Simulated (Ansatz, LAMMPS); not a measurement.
**Glassy 72SiO2-6Al2O3-22SrO (mol %) (93 atoms) in motion**

How do the atoms of glassy 72SiO2-6Al2O3-22SrO (mol %) (93 atoms) move, and what local order do they keep?

Main program and level: Ansatz 0.2.0; Kohn-Sham DFT, PBE, PAW (set soft_2), plane waves.

**1. The starting structure**

The cell holds 93 atoms: 23 Si, 4 Al, 7 Sr and 59 O. Its edges and angles: a = 11.024 Å, b = 11.024 Å, c = 11.024 Å, α = 90.0°, β = 90.0°, γ = 90.0°. 93 atoms (23 Si, 4 Al, 7 Sr, 59 O) placed at random at 2.81 g/cm³, melted at 4000 K for 10 ps at fixed volume with the Morse and Coulomb pair potential with partial charges (Pedone, Malavasi, Menziani, Cormack and Segre, J. Phys. Chem. B 110, 11780 (2006)). Quenched from 4000 K to 300 K at 10 K/ps and fixed volume, held 10 ps at zero pressure, then minimised at fixed cell.

Before any run, some limits are plain. The quench rate of 10 K/ps is many orders above laboratory rates, so the cell is likely richer in defects and strain than a real sample. The network of bonds at the start is that of the classical potential that made the cell, and needn't be the one that DFT or experiment would give. Only the Γ point is sampled, in a cell whose shortest periodic width is 11 Å.

**2. Dynamics at 300 K**

A Langevin thermostat couples each atom to a heat bath, at the price of damped dynamics. The time step is 1.0 fs.

The input, input.yaml:

```yaml
crystal:
  lattice:
    - [11.02368, 0.0, 0.0]
    - [0.0, 11.02368, 0.0]
    - [0.0, 0.0, 11.02368]
  atoms:
    - { symbol: Si, position: [0.05188, 0.74407, 0.72664] }
    - { symbol: Si, position: [0.63536, 0.39931, 0.78243] }
    - { symbol: Si, position: [0.28856, 0.68734, 0.3468] }
    - { symbol: Si, position: [0.92543, 0.99569, 0.77768] }
    [... 83 atom lines left out ...]
    - { symbol: O, position: [0.2475, 0.2584, 0.71573] }
    - { symbol: O, position: [0.29125, 0.79767, 0.44526] }
    - { symbol: O, position: [0.98999, 0.5789, 0.43596] }
    - { symbol: O, position: [0.68386, 0.19721, 0.12286] }
    - { symbol: O, position: [0.95286, 0.63749, 0.72123] }
    - { symbol: O, position: [0.15162, 0.75541, 0.62256] }
kpoints:
  mp_grid: { grid: [1, 1, 1] }
hamiltonian:
  xc: pbe
scf:
  occupations: { method: fixed }
output:
  forces: true
  stress: true
md:
  timestep: 1.0
  n_steps: 209
  ensemble: nvt_langevin
  temperature: 300
  initial_velocities: maxwell_boltzmann
  seed: 9162
```

Started as:

```bash
> ansatz run input.yaml --threads 4 --pin off --max-ram 8192MiB --backend cpu --events-out ev --progress --plain --runs-dir out
```

Wall time 12 min (4 threads of AMD EPYC 9R45, shared host); peak memory 1.7 GiB; 44 min of CPU time.

The program notes that the SCF threshold is loose for the stress and it switched symmetry off.

The trajectory, sampled:

```csv
time (fs),T (K),potential (meV/atom)
0.0,297,0.0
14.0,417,-11.4
28.0,284,1.4
42.0,303,-1.2
56.0,339,-7.7
70.0,360,-14.9
84.0,325,-10.3
98.0,338,-11.7
111.0,313,-7.8
125.0,343,-12.7
139.0,327,-13.8
153.0,338,-13.7
167.0,302,-9.1
181.0,338,-12.7
195.0,301,-10.3
209.0,308,-12.1
```

Mean square displacement from the first frame to the last: Si 0.048 Å², Al 0.041 Å², Sr 0.088 Å², O 0.089 Å².

Mean square displacement against time lag:

```csv
time lag (fs),Al (Å²),O (Å²),Si (Å²),Sr (Å²)
1.0,2.8e-5,4.9e-5,3.0e-5,1.0e-5
5.0,6.8e-4,0.00119,7.1e-4,2.5e-4
9.0,0.00210,0.00362,0.00214,7.8e-4
18.0,0.00706,0.0114,0.00646,0.00300
22.0,0.00953,0.0150,0.00827,0.00438
27.0,0.0125,0.0194,0.0102,0.00643
31.0,0.0145,0.0229,0.0115,0.00831
35.0,0.0164,0.0263,0.0126,0.0104
44.0,0.0201,0.0331,0.0151,0.0158
48.0,0.0218,0.0355,0.0161,0.0184
53.0,0.0240,0.0379,0.0172,0.0220
57.0,0.0259,0.0395,0.0181,0.0249
61.0,0.0279,0.0409,0.0190,0.0280
70.0,0.0325,0.0445,0.0209,0.0351
74.0,0.0345,0.0464,0.0217,0.0384
79.0,0.0368,0.0488,0.0227,0.0425
83.0,0.0386,0.0508,0.0234,0.0458
87.0,0.0404,0.0528,0.0242,0.0490
96.0,0.0444,0.0573,0.0261,0.0563
100.0,0.0459,0.0593,0.0271,0.0594
105.0,0.0476,0.0618,0.0284,0.0632
```

Over the second half of 209 fs the temperature averages 317 K with swings of 16 K r.m.s. From first frame to last O has the largest mean square displacement, 0.089 Å² at the end; the farthest move is 0.58 Å. The run spans 0.21 ps, too short for its means to be equilibrium values.

**3. Structure statistics late in the run**

The g(r) is a mean over the second half; what follows it is taken at the last frame.

Density 2.86 g/cm³, 14.40 Å³ an atom.

Mean of 15 frames. Pair distribution functions g(r), in bins of 0.2 Å:

```csv
r (Å),total,O-O,O-Si,O-Sr,O-Al,Si-Si,Si-Sr
1.50,0.81,0.00,2.59,0.00,0.00,0.00,0.00
1.70,3.86,0.00,10.84,0.00,8.38,0.00,0.00
1.90,0.18,0.00,0.03,0.00,3.10,0.00,0.00
2.10,0.01,0.00,0.00,0.07,0.00,0.00,0.00
2.30,0.15,0.00,0.00,1.52,0.00,0.00,0.00
2.50,0.92,1.67,0.00,2.62,0.00,0.00,0.00
2.70,1.85,4.04,0.00,2.33,0.00,0.03,0.00
2.90,0.76,1.36,0.04,0.84,0.00,1.71,0.00
3.10,0.82,0.66,0.25,0.87,0.17,4.76,0.53
3.30,0.75,0.61,0.69,0.19,0.53,0.95,1.96
3.50,0.75,0.61,0.96,0.57,0.93,0.00,2.19
3.70,1.06,0.72,1.55,1.08,1.23,0.01,2.30
3.90,1.11,0.85,1.61,0.61,1.44,0.33,2.02
4.10,1.24,0.79,2.06,0.78,1.45,0.66,1.15
4.30,1.22,0.88,1.70,0.87,1.65,1.99,0.41
4.50,1.01,0.99,0.90,1.53,1.05,1.55,0.26
4.70,1.04,1.10,0.89,1.60,0.90,1.14,0.52
4.90,1.07,1.33,0.61,1.25,0.98,1.48,0.92
5.10,1.15,1.42,0.72,1.10,1.17,1.29,1.21
5.30,0.97,1.23,0.68,0.83,0.92,1.01,1.04
```

Bonds by pair of elements; cutoffs follow the first minimum of g(r), held within bounds set by covalent radii, and pairs that aren't listed don't count as bonded:

```csv
pair A-B,cutoff (Å),bonds,mean length (Å),spread (Å),shortest (Å),B about A,A about B
O-Si,2.12,92,1.64,0.047,1.53,1.56,4
O-Sr,3.05,40,2.61,0.224,2.20,0.678,5.71
O-Al,2.27,16,1.77,0.073,1.66,0.271,4
```

The cutoff for O-Sr falls short of the minimum of g(r), so counts run low and odd coordinations can be artefacts.

How many atoms have how many bonded neighbours:

```csv
element,mean,2,3,4,5,6,7
Al,4,0,0,4,0,0,0
O,2.51,30,28,1,0,0,0
Si,4,0,0,23,0,0,0
Sr,5.71,0,0,1,2,2,2
```

Bond angles, per cent of each kind in bins of 5°:

```csv
angle (°),O-Si-O,O-Sr-O,Si-O-Sr,Si-O-Si,O-Al-O
50–55,0.0,1.0,0.0,0.0,0.0
55–60,0.0,11.2,0.0,0.0,0.0
60–65,0.0,3.1,0.0,0.0,0.0
65–70,0.0,2.0,0.0,0.0,0.0
70–75,0.0,3.1,0.0,0.0,0.0
75–80,0.0,2.0,0.0,0.0,0.0
80–85,0.0,12.2,0.0,0.0,0.0
85–90,0.0,5.1,4.3,0.0,0.0
90–95,0.0,5.1,10.6,0.0,0.0
95–100,8.0,4.1,17.0,0.0,12.5
100–105,18.1,11.2,6.4,0.0,25.0
105–110,31.2,5.1,10.6,0.0,25.0
110–115,22.5,3.1,4.3,0.0,0.0
115–120,16.7,1.0,6.4,2.9,29.2
120–125,2.2,1.0,10.6,11.4,8.3
125–130,0.7,9.2,14.9,5.7,0.0
130–135,0.0,3.1,4.3,17.1,0.0
135–140,0.7,4.1,2.1,11.4,0.0
140–145,0.0,3.1,0.0,11.4,0.0
145–150,0.0,4.1,0.0,20.0,0.0
150–155,0.0,2.0,6.4,5.7,0.0
155–160,0.0,2.0,0.0,14.3,0.0
160–165,0.0,1.0,0.0,0.0,0.0
165–170,0.0,1.0,2.1,0.0,0.0
```

Bond angles (no mean is given where the spread exceeds 20°):

```csv
angle,count,mean (°),spread (°)
O-Si-O,138,109,6.6
O-Sr-O,98,-,-
Si-O-Sr,47,114,18.6
Si-O-Si,35,140,11.8
O-Al-O,24,109,7.6
```

Oxygen atoms by the number of network formers (Si, P, Ge, B, Al, As, Ga) bound to them:

```csv
network formers bound to O,O atoms,per cent
0,0,0
1,10,16.9
2,49,83.1
```

Network units: each former by its oxygen neighbours and how many of them bridge to another former:

```csv
former,O neighbours,bridging O,atoms
Si,4,2,2
Si,4,3,5
Si,4,4,16
Al,4,3,1
Al,4,4,3
```

Bond length by coordination (bonds to H left out):

```csv
element,coordination,atoms,mean bond length (Å)
O,2,30,1.66
O,3,28,2.09
O,4,1,2.28
Sr,4,1,2.63
Sr,5,2,2.52
Sr,6,2,2.58
Sr,7,2,2.69
```

Rings of the network by King's shortest-path rule, up to 12 atoms, one path for each pair of neighbours; H, halogens, alkali and alkaline-earth atoms are left out, and the last column divides by all other atoms, bonded or not:

```csv
ring size (atoms),rings,per network atom
8,5,0.058
10,10,0.116
12,8,0.093
```

First main peaks of g(r), for some of the pairs, lie near 2.7 Å (O-O), 1.6 Å (O-Si), 2.6 Å (O-Sr), 1.8 Å (O-Al) and 3.1 Å (Si-Si). The O-Si-O angle averages 109° with a spread of 7°. 83 % of the oxygens bridge two formers (Si and Al) and 17 % are non-bridging. The commonest Si unit has 4 oxygens, 4 of them shared with other formers (16 of 23 atoms). Rings of 10 atoms are the most common (43 % of those counted); sizes run from 8 to 12, where the search stops.

**4. Single point at the last frame**

The last frame is solved again with fuller output, to read the electronic structure of a thermally displaced geometry.

The input, input.yaml:

```yaml
crystal:
  lattice:
    - [11.02368, 0.0, 0.0]
    - [0.0, 11.02368, 0.0]
    - [0.0, 0.0, 11.02368]
  atoms:
    - { symbol: Si, position: [0.04648, 0.77341, 0.72001] }
    - { symbol: Si, position: [0.65167, 0.41044, 0.76979] }
    - { symbol: Si, position: [0.27987, 0.69105, 0.34469] }
    - { symbol: Si, position: [0.92669, 0.00356, 0.79574] }
    [... 83 atom lines left out ...]
    - { symbol: O, position: [0.24797, 0.23259, 0.71152] }
    - { symbol: O, position: [0.29258, 0.81903, 0.43095] }
    - { symbol: O, position: [0.96342, 0.56388, 0.4605] }
    - { symbol: O, position: [0.69194, 0.21474, 0.11032] }
    - { symbol: O, position: [0.95526, 0.66511, 0.7487] }
    - { symbol: O, position: [0.13132, 0.74992, 0.6015] }
kpoints:
  mp_grid: { grid: [1, 1, 1] }
hamiltonian:
  xc: pbe
scf:
  occupations: { method: fixed }
output:
  forces: true
  stress: true
  populations: intrinsic
  dos:
    method: { smearing: { sigma: 0.15 } }
    de: 0.1
    projected: { site_lists: { Al: [Al], O: [O], Si: [Si], Sr: [Sr] } }
  eigenvalues: true
  write_density: true
  write_potential: true
  volumetric_format: npy
```

It took 8.2 s on 4 threads; peak memory 1.7 GiB.

Numbers from this run:

| Property | Result |
| --- | --- |
| free energy | -75173.8798 eV |
| free energy per atom | -808.3213 eV/atom |
| SCF cycles | 9 |
| pressure | 0.9095 GPa |
| r.m.s. force component | 0.8522 eV/Å |
| longest force | 3.361 eV/Å |
| Fermi energy | 3.945 eV |
| gap (highest filled to lowest empty level) | 3.706 eV |

Length of the force by element:

```csv
element,coordination,atoms,mean length of the force (eV/Å),spread,least,most
Al,all,4,2.09,0.475,1.35,2.66
O,all,59,1.28,0.659,0.308,3.36
Si,all,23,1.47,0.669,0.352,3.04
Sr,all,7,0.518,0.21,0.159,0.810
```

Intrinsic-atomic-orbital charges by element:

```csv
element,coordination,atoms,mean charge (e),spread,least,most
Al,all,4,1.29,0.0541,1.21,1.35
O,all,59,-0.963,0.106,-1.32,-0.864
Si,all,23,1.69,0.0448,1.58,1.76
Sr,all,7,1.82,0.01,1.81,1.84
```

Density of states as counts of states in windows of 1 eV (from the Fermi level), total and the larger projections:

```csv
from (eV),to (eV),total,O p,Si p
-10,-9,11.9,7.8,0.5
-9,-8,12.0,8.1,0.9
-8,-7,16.1,11.5,1.9
-7,-6,29.2,22.2,5.1
-6,-5,24.3,18.9,3.4
-5,-4,40.9,33.5,3.7
-4,-3,62.2,54.9,2.8
-3,-2,69.0,64.1,1.6
-2,-1,62.4,58.9,1.1
-1,0,24.6,23.4,0.3
0,1,1.3,1.2,0.0
1,3,0.0,0.0,0.0
3,4,2.0,0.0,0.0
4,5,1.5,0.1,0.2
```

With fixed occupations the program's Fermi level is the highest filled level; weight inside the gap is the broadening of levels at its edges.

Between -26 and -10 eV lie 160 more states.

The levels nearest the highest filled one (over half full), pooled over k-points and spins:

```csv
level less the highest filled one (eV),occupation
-0.581,2
-0.451,2
-0.333,2
-0.230,2
-0.0728,2
0,2
3.71,0
4.94,0
5.31,0
5.40,0
5.55,0
5.66,0
```

Mean intrinsic-atomic-orbital charges: Al +1.29, O -0.96, Si +1.69, Sr +1.82 e.

**5. Summary of results**

- mean temperature, second half: 316.9 K
- temperature swing, second half: 16.17 K
- mean pressure, second half: 1.232 GPa
- free energy per atom: -808.3213 eV/atom
- pressure: 0.9095 GPa
- r.m.s. force component: 0.8522 eV/Å
- gap (highest filled to lowest empty level): 3.706 eV
- wall time of the 2 DFT runs: 12 min

What this shows: Over the second half of 209 fs the temperature averages 317 K with swings of 16 K r.m.s. The run spans 0.21 ps, too short for its means to be equilibrium values. 83 % of the oxygens bridge two formers (Si and Al) and 17 % are non-bridging. Between filled and empty levels lie 3.71 eV (at Γ alone); a semilocal functional tends to put such gaps too low. In a disordered cell it changes from sample to sample, and tail or defect levels can set it.

**Limits.** The pressure of a single frame lacks the kinetic term, about 0.30 GPa here.

[Logs are printed without paths, hosts, clocks, repeated set-up lines and the standing remarks that a program may print on its own settings, such as how far it seeks lower states.]

[Hosts, paths, dates, database ids (printed as entryN), source tags and the programs' standing remarks are cut or masked in the printed files.]
